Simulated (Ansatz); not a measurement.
## Band gap of GeH6CBr3N (CH3NH3GeBr3) from density functionals to GW

What gap does each level of theory give for GeH6CBr3N (CH3NH3GeBr3), and in what time?

Method: density functionals, hybrids and G0W0, plane waves, PAW, in Ansatz 0.2.0.

The structure was built from a prototype and need not be the compound's stable phase.

### 1. The starting structure

The cell holds 12 atoms: 1 C, 1 N, 6 H, 1 Ge and 3 Br. Cell: a = 5.561 Å, b = 5.656 Å, c = 5.550 Å, α = 91.0°, β = 90.0°, γ = 82.5°.

As a file:

```cif
data_structure
_symmetry_space_group_name_H-M 'P1'
_symmetry_Int_Tables_number 1
_cell_length_a 5.5499
_cell_length_b 5.5614
_cell_length_c 5.6559
_cell_angle_alpha 97.546
_cell_angle_beta 91.011
_cell_angle_gamma 90.007
_cell_volume 173.03
loop_
_atom_site_label
_atom_site_type_symbol
_atom_site_symmetry_multiplicity
_atom_site_Wyckoff_symbol
_atom_site_fract_x
_atom_site_fract_y
_atom_site_fract_z
_atom_site_occupancy
C1 C 1 a 0.99655 0.92853 0.08811 1
N1 N 1 a 0.00304 0.08319 0.89515 1
H1 H 1 a 0.99462 0.04617 0.25975 1
H2 H 1 a 0.15643 0.19318 0.91018 1
H3 H 1 a 0.15724 0.81279 0.07814 1
H4 H 1 a 0.00525 0.97699 0.73000 1
H5 H 1 a 0.83305 0.81608 0.06606 1
H6 H 1 a 0.85228 0.19551 0.89909 1
Ge1 Ge 1 a 0.52098 0.51267 0.48916 1
Br1 Br 1 a 0.98137 0.51909 0.52552 1
Br2 Br 1 a 0.50354 0.43860 0.02920 1
Br3 Br 1 a 0.49598 0.96675 0.53048 1
```

The structure was relaxed with PBEsol-D3(BJ). The runs that relaxed it are not among those shown. The default PAW set here is soft_2. Its files were made with PBE.

### 2. PBEsol on the 4×4×4 mesh

Levels along a band path and on the mesh show where this functional puts the band edges.

This step: DFT, PBEsol, plane waves, PAW.

Input file input.yaml:

```yaml
crystal:
  lattice:
    - [5.5491456038, 0.3690801251, 0.0019814122]
    - [0.3690801251, 5.6436113835, -0.0495487783]
    - [0.0019814122, -0.0495487783, 5.5496881284]
  atoms:
    - { symbol: C, position: [0.9285284086, 0.9118907512, 1.0034534507] }
    - { symbol: "N", position: [0.0831890171, 0.1048511975, -0.0030436593] }
    - { symbol: H, position: [1.0461709627, 0.7402467279, 1.005384829] }
    - { symbol: H, position: [0.1931807646, 1.0898222514, 0.8435747825] }
    - { symbol: H, position: [0.8127927411, -0.0781405628, 0.8427623118] }
    - { symbol: H, position: [-0.0230126089, 0.2699994338, -0.0052505469] }
    - { symbol: H, position: [0.8160787674, -0.0660614239, 0.1669512405] }
    - { symbol: H, position: [0.195510254, 1.1009130436, 0.1477181839] }
    - { symbol: Ge, position: [0.5126670865, 0.5108398649, 0.4790207983] }
    - { symbol: Br, position: [0.5190946355, 0.474484955, 0.0186309937] }
    - { symbol: Br, position: [0.4386024672, -0.0291984139, 0.4964633399] }
    - { symbol: Br, position: [-0.0332494532, 0.4695164188, 0.5040208673] }
kpoints:
  mp_grid: { grid: [4, 4, 4] }
  band_path:
    path:
      - [[0.0, 0.0, 0.0], [0.5, 0.0, 0.0], [0.5, 0.5, 0.0], [0.0, 0.0, 0.0], [0.5, 0.5, 0.5], [0.5, 0.0, 0.0]]
      - [[0.5, 0.5, 0.0], [0.5, 0.5, 0.5]]
    npoints: 10
hamiltonian:
  xc: pbesol
scf:
  occupations: { method: fermi_dirac, width: 0.02 }
  n_extra_bands: 8
output:
  eigenvalues: true
  write_density: true
  write_potential: true
  elf: true
  volumetric_format: npy
```

The run is started by

```bash
$ ansatz run input.yaml --threads 3 --pin off --max-ram 92160MiB --backend cuda --events-out ev --progress --plain --runs-dir out --devices 1 --max-vram 13GiB  # rebuilt from the run's record
```

Numbers of over 12 decimals in the logs are rounded to 6 here.

Output:

```text
scf.n_extra_bands = 8 over 25 filled bands (N_el = 50.0): the run solves 33 bands
GPUs: using 1 of 1 available (devices: 1).
Engine: ansatz 0.2.0, x86_64-unknown-linux-gnu
Pseudopotentials: kind: paw
Pseudopotential: C, paw, valence charge 4, recommended cutoff 420 eV (normal), C.paw.azcp
Pseudopotential: N, paw, valence charge 5, recommended cutoff 420 eV (normal), N.paw.azcp
Pseudopotential: H, paw, valence charge 1, recommended cutoff 420 eV (normal), H.paw.azcp
Pseudopotential: Ge, paw, valence charge 14, recommended cutoff 420 eV (normal), Ge.paw.azcp
Pseudopotential: Br, paw, valence charge 7, recommended cutoff 420 eV (normal), Br.paw.azcp
Functional definition: PBEsol
  exchange = pbesol_x
  correlation = pbesol_c
device memory: the entry about to start is reckoned to put 3.2 GiB on a device that reports 62.4 GiB free (of which the cap on the GPU budget leaves the run 13.0 GiB)
GPU FFT provider: cuFFT
GPU libraries: cuBLAS 13.8.2, cuFFT 12.4.0, cuSOLVER 12.3.4
Crystal: 12 atoms, lattice volume = 173.031 Å³
Basis set: ecut = 420 eV, 3387 PW (Γ)
Bands: 33, of which v1, the nominal top of the filled ones, is band 25 counted from 1 (24 counted from 0)
Symmetry: 1 space group operations
Space group: P1 (ITA 1), of the structure as read, at distance tolerance 5.6e-5 Å
k-points: 36 of 64 (time reversal used)
Non-local potential: C, projectors of the file, l = 0: 2, l = 1: 2, l = 2: 1
Non-local potential: N, projectors of the file, l = 0: 2, l = 1: 2, l = 2: 1
Non-local potential: H, projectors of the file, l = 0: 2, l = 1: 1
Non-local potential: Ge, projectors of the file, l = 0: 2, l = 1: 2, l = 2: 3, l = 3: 1
Non-local potential: Br, projectors of the file, l = 0: 2, l = 1: 2, l = 2: 2
PAW form: soft (Blöchl's): semilocal exchange-correlation on the pseudo side does not see the compensation charge
PAW frozen core: C, regenerated for the run's functional, and the local potential with it (the file was generated under x = pbe(κ = 0.804, μ = 0.219515), c = pbe(β = 0.066725))
PAW frozen core: N, regenerated for the run's functional, and the local potential with it (the file was generated under x = pbe(κ = 0.804, μ = 0.219515), c = pbe(β = 0.066725))
PAW frozen core: Ge, regenerated for the run's functional, and the local potential with it (the file was generated under x = pbe(κ = 0.804, μ = 0.219515), c = pbe(β = 0.066725))
PAW frozen core: Br, regenerated for the run's functional, and the local potential with it (the file was generated under x = pbe(κ = 0.804, μ = 0.219515), c = pbe(β = 0.066725))
PAW one-centre angular grid: C, 110 points (default); XC on 64 Gauss nodes
PAW one-centre angular grid: N, 110 points (default); XC on 64 Gauss nodes
PAW one-centre angular grid: H, 110 points (default); XC on 64 Gauss nodes
PAW one-centre angular grid: Ge, 590 points (default); XC on 64 Gauss nodes
PAW one-centre angular grid: Br, 110 points (default); XC on 64 Gauss nodes
Initial density: superposition of atomic densities (neutral atoms: chi_scale 0, normalization atom), corrected by the library's trained network
Initial wavefunctions: pseudopotential atomic-orbital guess
GPU buffer pool allocated for 64000 grid points (all kernels)
GPU transforms: local potential and band sums: pruned to the plane-wave sphere, on 40×40×40
Functional: x = pbesol(κ = 0.804, μ = 0.123457), c = pbesol(β = 0.046)
SCF iter   1: F=—  HF=-13187.333278 eV  |F-HF|=—  |Δ(HF+E_count)|=         —  Δρ=3.91e-3  dr2=2.03e-2  ethr=1.77e-3  ⟨swp⟩=7.2  Hψ=6117  notcnv=0  defer=2
preconditioner: auto → Resta (q_TF=auto, 2.218 Å⁻¹)  ε∞=3.3  [insulator: Δε(μ)=1.033 eV  Ē_g=11.585 eV  σ=0.020 eV  W_gap=1.00  n_scr=26 (ndim 8)  ℏωp=17.4 eV  f_vac=0.035  D(μ)=0.00/eV (n_scr^D=0)  ε∞_Penn≈3.3]
SCF iter   2: F=—  HF=-13187.330529 eV  |F-HF|=—  |Δ(HF+E_count)|=   2.75e-3  Δρ=2.01e-3  dr2=5.48e-3  ethr=4.06e-5  ⟨swp⟩=2.2  Hψ=2213  notcnv=0  defer=111
SCF iter   3: F=—  HF=-13187.330142 eV  |F-HF|=—  |Δ(HF+E_count)|=   3.88e-4  Δρ=4.70e-4  dr2=4.47e-4  ethr=1.10e-5  ⟨swp⟩=2.0  Hψ=1820  notcnv=0  defer=111
SCF iter   4: F=—  HF=-13187.330103 eV  |F-HF|=—  |Δ(HF+E_count)|=   3.87e-5  Δρ=1.57e-4  dr2=5.50e-5  ethr=8.95e-7  ⟨swp⟩=2.0  Hψ=1841  notcnv=0  defer=111
SCF iter   5: F=—  HF=-13187.330074 eV  |F-HF|=—  |Δ(HF+E_count)|=   2.88e-5  Δρ=6.61e-5  dr2=9.76e-6  ethr=1.10e-7  ⟨swp⟩=2.0  Hψ=1977  notcnv=0  defer=111
SCF iter   6: F=—  HF=-13187.330086 eV  |F-HF|=—  |Δ(HF+E_count)|=   1.20e-5  Δρ=1.87e-5  dr2=7.60e-7  ethr=1.95e-8  ⟨swp⟩=2.0  Hψ=1977  notcnv=0  defer=111
SCF iter   7: F=—  HF=-13187.330087 eV  |F-HF|=—  |Δ(HF+E_count)|=   1.03e-6  Δρ=6.93e-6  dr2=1.31e-7  ethr=2.00e-10  ⟨swp⟩=9.3  Hψ=4806  notcnv=0
SCF iter   8: F=-13187.330087 eV  HF=-13187.330087 eV  |F-HF|=7.58e-9  |Δ(HF+E_count)|=   1.27e-7  Δρ=4.10e-6  dr2=2.76e-8  ethr=2.00e-10  ⟨swp⟩=3.9  Hψ=2884  notcnv=0
SCF 1 converged in 8 iterations: F = -13187.330087 eV  dr2 = 2.76e-8
[...]
device memory: the entry about to start is reckoned to put 2.1 GiB on a device that reports 57.2 GiB free (of which the cap on the GPU budget leaves the run 13.0 GiB)
NSCF: frozen V_eff on 62 k-points
SCF converged after 8 iterations
Free energy (F): -13187.330087 eV
Harris-Foulkes:  -13187.330087 eV  (|F-HF|=7.58e-9)
Internal energy: -13187.330087 eV  (E = F + TS)
E sigma→0 (E₀):  -13187.330087 eV
Fermi energy:    4.115192 eV
--- Per-component energies (eV) ---
  E_band       = -371.355481
  E_kinetic    = 813.909400
  E_local      = -4294.910721  (includes V_loc(G=0)·N_el)
  E_nonlocal   = 709.817394
  E_hartree    = 1672.591805
  E_xc         = -1017.735697
  E_vxc        = -577.487148  (∫ρ·V_xc dr)
  E_paw        = -8803.570224  (= ΣΔE_a)
  E_vpaw       = -367.865383  (= ΣTr[D̂ρ^β])
  E_aug_tail   = -0.007175  (compensation charges beyond the density's cutoff)
  E_ewald      = -2268.668815
  E_core_change = 1.243947  (= ΣΔE_core)
  E_smearing   = -0.000000  (= −TS)
  E_closure    = 0.000000  (closes the sum)
  Σ components = -13187.330087   (vs F -13187.330087, Δ=0.00e0)
--- Band table (eV; the first three rows and the last of 36) ---
  k-point 0: bands = [... 21 lower, 1.2009, 1.2363, 1.3346, 1.5756, 6.9142, 7.5589, 8.0718, 8.3030, ... 4 higher]
  k-point 1: bands = [... 21 lower, 1.0271, 1.1233, 1.5193, 1.5490, 7.1455, 7.4554, 7.5413, 8.3689, ... 4 higher]
  k-point 2: bands = [... 21 lower, 1.0358, 1.3479, 1.4887, 2.0166, 5.5437, 7.4172, 8.4372, 8.5364, ... 4 higher]
  k-point 35: bands = [... 21 lower, 1.4919, 1.7498, 1.7682, 3.5971, 4.6333, 4.7744, 5.0306, 8.1260, ... 4 higher]
```

It took 17 s on 1 × NVIDIA H100 80GB HBM3 (shared by 6 runs) with 3 threads of AMD EPYC 7R13 (Zen 3), shared host; peak memory 1 GiB; 18 s of CPU time.

Numbers from this step:

```
filled bands         : 25
gap                  : 1.036 eV
valence top at       : R
conduction bottom at : R
least direct gap     : 1.036 eV
```

Over mesh and path the gap is 1.036 eV, direct, at k = (0.500, 0.500, 0.500).

### 3. PBEsol+SOC on the 4×4×4 mesh

This run has two-component orbitals with spin-orbit coupling.

This step: DFT, PBEsol with spin-orbit coupling, plane waves, PAW.

input.yaml, as its differences from that of step 2:

```diff
@@ -21,6 +21,4 @@
   band_path:
-    path:
-      - [[0.0, 0.0, 0.0], [0.5, 0.0, 0.0], [0.5, 0.5, 0.0], [0.0, 0.0, 0.0], [0.5, 0.5, 0.5], [0.5, 0.0, 0.0]]
-      - [[0.5, 0.5, 0.0], [0.5, 0.5, 0.5]]
-    npoints: 10
+    path: [[0.0, 0.0, 0.0], [0.5, 0.0, 0.0], [0.5, 0.5, 0.0], [0.5, 0.5, 0.5]]
+    npoints: 1
 hamiltonian:
@@ -29,8 +27,7 @@
   occupations: { method: fermi_dirac, width: 0.02 }
-  n_extra_bands: 8
+  n_extra_bands: 16
+magnetization:
+  noncollinear: true
+  spin_orbit: true
 output:
   eigenvalues: true
-  write_density: true
-  write_potential: true
-  elf: true
-  volumetric_format: npy
```

Output:

```text
[...]
GPUs: using 1 of 1 available (devices: 1).
[...]
non-collinear run that drives no moment, with spin-orbit: no starting moment large enough to seed its density (crystal.atoms[].spin), no starting occupations that ask for one, no magnetisation constraint and no magnetic field, so the semilocal B_xc is pinned to zero
[...]
GPU FFT provider: cuFFT
GPU libraries: cuBLAS 13.8.2, cuFFT 12.4.0, cuSOLVER 12.3.4
Crystal: 12 atoms, lattice volume = 173.031 Å³
Basis set: ecut = 420 eV, 3387 PW (Γ)
Bands: 66, of which v1, the nominal top of the filled ones, is band 50 counted from 1 (49 counted from 0)
Symmetry: 1 space group operations + 1 with time reversal
[...]
k-points: 36 of 64 (time reversal used)
Projection manifold: j_resolved (fully-relativistic pseudo-atomic orbitals)
[...]
GPU buffer pool allocated for 64000 grid points (all kernels)
[...]
site 7: m = (+0.0000, +0.0000, +0.0000) μB, |m| = 0.0000 μB  (R = 0.43 Å)
  site 8: m = (+0.0000, +0.0000, +0.0000) μB, |m| = 0.0000 μB  (R = 1.04 Å)
  site 9: m = (+0.0000, +0.0000, +0.0000) μB, |m| = 0.0000 μB  (R = 1.06 Å)
  site 10: m = (+0.0000, +0.0000, +0.0000) μB, |m| = 0.0000 μB  (R = 0.99 Å)
  site 11: m = (+0.0000, +0.0000, +0.0000) μB, |m| = 0.0000 μB  (R = 1.04 Å)
Free energy (F): -13188.479798 eV
[...]
Internal energy: -13188.479798 eV  (E = F + TS)
E sigma→0 (E₀):  -13188.479798 eV
Fermi energy:    4.112062 eV
[...]
--- Band table (eV; the first three rows and the last of 36) ---
  k-point 0: bands = [... 46 lower, 1.4246, 1.4246, 1.6548, 1.6548, 6.9132, 6.9132, 7.5570, 7.5570, ... 12 higher]
  k-point 1: bands = [... 46 lower, 1.4063, 1.5489, 1.6475, 1.6751, 7.1099, 7.1773, 7.4315, 7.4683, ... 12 higher]
  k-point 2: bands = [... 46 lower, 1.5427, 1.5427, 2.0468, 2.0468, 5.5458, 5.5458, 7.4183, 7.4183, ... 12 higher]
  k-point 35: bands = [... 46 lower, 1.8662, 1.8662, 3.6161, 3.6161, 4.6080, 4.6080, 4.7952, 4.7952, ... 12 higher]
[key lines of the parts left out:]
SCF converged after 10 iterations
Magnetization: |M| = 0.0000 μB,  M = (+0.0000, +0.0000, +0.0000) μB
```

Wall time 11 s (1 × NVIDIA H100 80GB HBM3 (shared by 6 runs) with 3 threads); peak memory 1 GiB; 9.1 s of CPU time.

This step gave:

- gap: 0.9919 eV
- valence top at: R
- conduction bottom at: R
- least direct gap: 0.9919 eV

Over mesh and listed points the gap is 0.992 eV, direct, at k = (0.500, 0.500, 0.500). PBEsol+SOC against PBEsol: 0.992 − 1.036 = −0.044 eV, with the same mesh, set of files (read in its fully relativistic form for the spin-orbit run) and cutoff, and both edges at the same k points. The spin-orbit run sees mesh and listed points alone, so its gap is an upper bound: the coupling can move an edge off these points, the more so as this crystal has no centre of inversion, and the change over the zone, its sign included where it is small, is not known.

### 4. HSE06 on the 4×4×4 mesh

HSE06 mixes in a quarter of exact exchange at short range.

This step: DFT, HSE06, plane waves, PAW.

input.yaml, as its differences from that of step 3:

```diff
@@ -24,9 +24,6 @@
 hamiltonian:
-  xc: pbesol
+  xc: hse06
 scf:
-  occupations: { method: fermi_dirac, width: 0.02 }
-  n_extra_bands: 16
-magnetization:
-  noncollinear: true
-  spin_orbit: true
+  occupations: { method: fixed }
+  n_extra_bands: 8
 output:
```

Output:

```text
[...]
GPUs: using 1 of 1 available (devices: 1).
[...]
davidson cushion auto → on  (no smearing: the cushion is to keep the highest requested band from converging to the state above it; pin scf.eigensolver.cushion to override)
[...]
GPU FFT provider: cuFFT
GPU libraries: cuBLAS 13.8.2, cuFFT 12.4.0, cuSOLVER 12.3.4
Crystal: 12 atoms, lattice volume = 173.031 Å³
Basis set: ecut = 420 eV, 3387 PW (Γ)
[...]
E sigma→0 (E₀):  -13386.395802 eV
Fermi energy:    3.376933 eV
[...]
--- Band table (eV; the first three rows and the last of 36) ---
  k-point 0: bands = [... 21 lower, 0.4372, 0.5008, 0.5972, 0.8514, 7.5297, 8.1856, 8.6704, 8.9151, ... 4 higher]
  k-point 1: bands = [... 21 lower, 0.2678, 0.3772, 0.8034, 0.8831, 7.7184, 8.0406, 8.2008, 9.0020, ... 4 higher]
  k-point 2: bands = [... 21 lower, 0.2478, 0.5803, 0.7615, 1.5595, 5.9916, 8.0123, 9.1102, 9.2243, ... 4 higher]
  k-point 35: bands = [... 21 lower, 0.7474, 1.0130, 1.0396, 3.3769, 5.0461, 5.1901, 5.4665, 8.7808, ... 4 higher]
[key lines of the parts left out:]
Free energy (F): -13386.395802 eV
```

Elapsed: 37 s, on 1 × NVIDIA H100 80GB HBM3 (shared by 6 runs) with 3 threads; peak memory 1.7 GiB; 50 s of CPU time.

Numbers from this step:

```yaml
gap: 1.669 eV
valence_top_at: R
conduction_bottom_at: R
least_direct_gap: 1.669 eV
exact_exchange_fraction: 0.25
```

Over mesh and listed points the gap is 1.669 eV, direct, at k = (0.500, 0.500, 0.500). HSE06 against PBEsol: 1.669 − 1.036 = +0.633 eV, with the same mesh, files and cutoff, and both edges at the same k points.

### 5. G0W0@PBEsol, 4×4×4 mesh, 721 empty bands, screening to 150 eV

G0W0 replaces the xc potential by a self-energy built once from the orbitals of the start. Levels are corrected in the window of bands that the input names, at points of the mesh.

This step: G0W0 on PBEsol, plane waves, PAW.

input.yaml, as its differences from that of step 4:

```diff
@@ -20,11 +20,11 @@
   mp_grid: { grid: [4, 4, 4] }
-  band_path:
-    path: [[0.0, 0.0, 0.0], [0.5, 0.0, 0.0], [0.5, 0.5, 0.0], [0.5, 0.5, 0.5]]
-    npoints: 1
 hamiltonian:
-  xc: hse06
+  xc: pbesol
 scf:
   occupations: { method: fixed }
-  n_extra_bands: 8
-output:
-  eigenvalues: true
+gw:
+  n_empty_bands: 721
+  ecut_chi: 150.0
+  qp_bands: [v4, c4]
+  qp_kpoints: band_edges
+  screening: { model: contour_deformation }
```

Output:

```text
GPUs: using 1 of 1 available (devices: 1).
[...]
GPU FFT provider: cuFFT
GPU libraries: cuBLAS 13.8.2, cuFFT 12.4.0, cuSOLVER 12.3.4
Crystal: 12 atoms, lattice volume = 173.031 Å³
Basis set: ecut = 420 eV, 3387 PW (Γ)
Bands: 37, of which v1, the nominal top of the filled ones, is band 25 counted from 1 (24 counted from 0)
Symmetry: 1 space group operations
[...]
k-points: 36 of 64 (time reversal used)
[...]
35    24      1.7683   -19.7686     2.6128   -16.1498  0.7344     0.6550     0.7623  root ?
[...]
35    26      4.6333    -8.6363    -3.5420   -12.5010  0.7664     4.9591     4.9561  root
    35    27      4.7745    -8.6204    -3.5721   -12.5234  0.7651     5.1085     5.1053  root
    35    28      5.0307    -8.3195    -3.6274   -12.2825  0.7651     5.3697     5.3662  root
    35    29      8.1259    -5.1474    -4.0420    -9.7802  0.7911     8.7300     8.7168  root
[key lines of the parts left out:]
SCF converged after 7 iterations
Free energy (F): -13187.330087 eV
Fermi energy:    3.597151 eV
```

Wall time 3.3 min (1 × NVIDIA H100 80GB HBM3 (shared by 6 runs) with 3 threads); peak memory 6.5 GiB.

Numbers from this step:

| Item | Value |
| --- | --- |
| bands summed | 746 |
| RPA ε∞ on this mesh (eigenvalues) | 6.144, 7.467, 8.090 |
| plane waves in the screening matrix | 721 |
| G0W0 gap over the corrected points | 1.947 eV |
| k of the valence top | -0.5, -0.5, -0.5 |
| k of the conduction bottom | -0.5, -0.5, -0.5 |
| starting gap on the mesh | 1.036 eV |
| Z at the valence top | 0.7556 |
| Z at the conduction bottom | 0.7664 |
| least direct G0W0 gap over the corrected points | 1.947 eV |

Over 12 of 36 irreducible mesh points the G0W0 gap is 1.947 eV, direct, at k = (-0.500, -0.500, -0.500). The PBEsol gap of this run on the mesh is 1.036 eV. The two states that bound the G0W0 gap lie that far apart at the start, so the correction of the gap is 1.947 − 1.036 = +0.911 eV. The program marks 19 of the 96 corrected levels as in doubt (energies apart, Σc rises), neither edge state among them.

(Continued in part 2 of 2.)

[Paths, hosts, dates, memory and timing lines, banners, echoed tables and standing remarks are left out of the program output.]

[Logs are printed without paths, hosts, clocks, repeated set-up lines and the standing remarks that a program may print on its own settings, such as how far it seeks lower states.]

[Runs of the session that timed out or met a known fault of the program may be left out.]

[Cells called generated may have been cut or substituted from an entry of the Crystallography Open Database or the Materials Project.]

[Hosts, paths, dates, database ids (printed as entryN), source tags and the programs' standing remarks are cut or masked in the printed files.]

[Where an RPA ε∞ is given, it is that of the G0W0 mesh and is not shown converged in it. Names of k-points follow the symmetry that the program found, which can be lower than the space group named. Band edges on a path are those of the sampled points; other points can move an edge, and change direct to indirect where valleys lie close.]

[Hybrid gaps are those of their k-mesh and are not shown converged in it.]
